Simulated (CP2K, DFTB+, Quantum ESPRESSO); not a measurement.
# How far do other methods lie from plane waves? Twisted Ti2CO2 MXene bilayer, 38.21° (70 atoms)

One geometry of twisted Ti2CO2 MXene bilayer, 38.21° (70 atoms) is solved by several programs and methods. How far do their forces lie from a plane-wave PBE run?

Results are calculated, not measured.

## Step 1: The structure

The cell holds 70 atoms (14 C, 28 Ti and 28 O), with edges of 8.02, 8.02 and 25.59 Å. Recipe: Ti2CO2 MXene (a = 3.03 Å) under Ti2CO2 MXene (a = 3.03 Å), bilayer, commensurate cell of 7 unit cells a layer, twist 38.21 deg; facing planes 2.71 Å apart; 14 Å of vacuum; layers as built, displaced by a Gaussian of 0.01 Å. Then every atom was moved at random, 0.02 Å r.m.s. a Cartesian component.

## Step 2: The reference input

Quantum ESPRESSO 7.5: Kohn-Sham DFT, PBE, SSSP efficiency 1.3.0 pseudopotentials, plane waves. Its input, pw.in:

```
&control
  calculation = 'scf'
  pseudo_dir = './pseudo'
  outdir = './tmp'
  disk_io = 'none'
  tprnfor = .true.
/
&system
  ibrav = 0
  nat = 70
  ntyp = 3
  ecutwfc = 60
  ecutrho = 480
  nosym = .true.
  occupations = 'smearing'
  smearing = 'fd'
  degauss = 0.003675
/
&electrons
  conv_thr = 3.5e-07
  electron_maxstep = 100
  mixing_beta = 0.2
  mixing_mode = 'local-TF'
  diagonalization = 'david'
/
ATOMIC_SPECIES
C 12.011 C.upf
Ti 47.867 Ti.upf
O 15.999 O.upf
CELL_PARAMETERS angstrom
8.01660 0.00000 0.00000
-4.00830 6.94258 0.00000
0.00000 0.00000 25.59000
ATOMIC_POSITIONS crystal
C 0.99607 0.99827 0.36133
Ti 0.19259 0.23698 0.40936
Ti 0.23679 0.04496 0.30988
O 0.23888 0.04411 0.44742
[... 64 atom lines left out ...]
O 0.94717 0.75889 0.72566
O 0.90668 0.51815 0.55380
K_POINTS gamma
```

```console
$ OMP_NUM_THREADS=1 mpirun -np 4 pw.x -in pw.in > output.txt
```

It took 7.8 min on 4 MPI ranks of Intel Xeon 6975P-C (Granite Rapids), shared host; peak memory 4.8 GiB.

It converged with an r.m.s. force component of 0.46 eV/Å.

Its highest filled and lowest empty levels lie 0.50 eV apart on its k-points.

## Step 3: What was run beside it

- CP2K 2026.2: Gaussian basis with GTH pseudopotentials and a plane-wave density; labels give functional, basis (MOLOPT sets; SR short-range, UZH the newer set with its own potentials), grid cutoff/relative cutoff and solver (OT: orbital transformation; TRS4, TC2, SIGN: linear-scaling purification with its sparsity filter), or its built-in tight binding.
- DFTB+ 25.1: tight binding, with Slater–Koster sets (DFTB) or xTB through its tblite library.

All use the same cell and atoms, and the electronic-structure runs the same k-mesh.

## Step 4: All runs compared

Differences are against the reference: forces as r.m.s. over components, share as that over the reference's r.m.s. force, slope as the fitted ratio of a run's forces to the reference's.

| run | Δ force, r.m.s. (meV/Å) | share (%) | slope | Δ gap (eV) | cores | CPU time | memory (GiB) |
| --- | --- | --- | --- | --- | --- | --- | --- |
| reference | - | - | - | - | 4 | 31 min | 4.8 |
| CP2K PBE, DZVP-UZH, 280/50 Ry, diagonalisation (coarse) | 89.6 | 19.4 | 1.040 | -8.0e-4 | 4 | 13 min | 3.1 |
| CP2K PBE, DZVP-UZH, 400/50 Ry, diagonalisation (coarse) | 62.4 | 13.5 | 1.044 | -0.0013 | 4 | 13 min | 4.2 |
| CP2K PBE, DZVP-UZH, 800/50 Ry, diagonalisation | 42.8 | 9.27 | 1.044 | -0.0013 | 4 | 15 min | 9.1 |
| DFTB+ GFN1-xTB | 642 | 139 | 0.104 | - | 1 | 17 s | 0.43 |

Rows marked coarse were listed beforehand as settings not expected to be converged; some can still land near the reference.

Runs without a result: CP2K PBE+rVV10L, DZVP-UZH, 800/50 Ry, diagonalisation (stopped at the start).

CPU time is summed over cores on shared hosts, so it is rough.

## Step 5: What came out

Forces lie from 9.3 % (CP2K PBE, DZVP-UZH, 800/50 Ry, diagonalisation) to 139 % (DFTB+ GFN1-xTB) of the reference's r.m.s. force of 0.46 eV/Å away from it. The PBE run in local orbitals, coarse settings apart, differs by 9.3 % (CP2K PBE, DZVP-UZH, 800/50 Ry, diagonalisation); basis, grid and potentials can all enter. Tight binding differs by 139 % (DFTB+ GFN1-xTB); it is another model, with fitted parameters of its own, and the xTB methods hold dispersion. Runs with settings chosen to be coarse differ by 14 % (CP2K PBE, DZVP-UZH, 400/50 Ry, diagonalisation) to 19 % (CP2K PBE, DZVP-UZH, 280/50 Ry, diagonalisation), their programs' other errors included.

From CP2K PBE, DZVP-UZH, 280/50 Ry, diagonalisation to the finer CP2K PBE, DZVP-UZH, 800/50 Ry, diagonalisation the share falls from 19 to 9.3 %. Gaps at PBE, coarse settings apart, lie -0.00 eV from the reference's, on k-points that hold the band edges only if these fold onto them.

Caveats: Periodic xTB results under one method name differ between programs and library versions (DFTB+ here holds tblite 0.3). The reference's PBE has no dispersion term, which matters for the binding between molecules or layers. The runs have no spin polarisation, so moments on Ti can't form, and no Hubbard term. The electronic-structure runs sample only Γ, in a cell whose shortest periodic width is 7 Å. The slab repeats along its normal with no dipole correction. Where levels are smeared, the DFT runs use Fermi–Dirac occupations at 580 K (0.05 eV), and energies are free energies. The atoms were displaced at random, and shares hang on the size of the forces that this gives. The reference's cutoffs and mesh weren't converged further here.

[Logs are printed without paths, hosts, clocks, repeated set-up lines and the standing remarks that a program may print on its own settings, such as how far it seeks lower states.]

[Hosts, paths, dates, database ids (printed as entryN), source tags and the programs' standing remarks are cut or masked in the printed files.]

[Cells were taken only where this reference lay near another plane-wave run.]
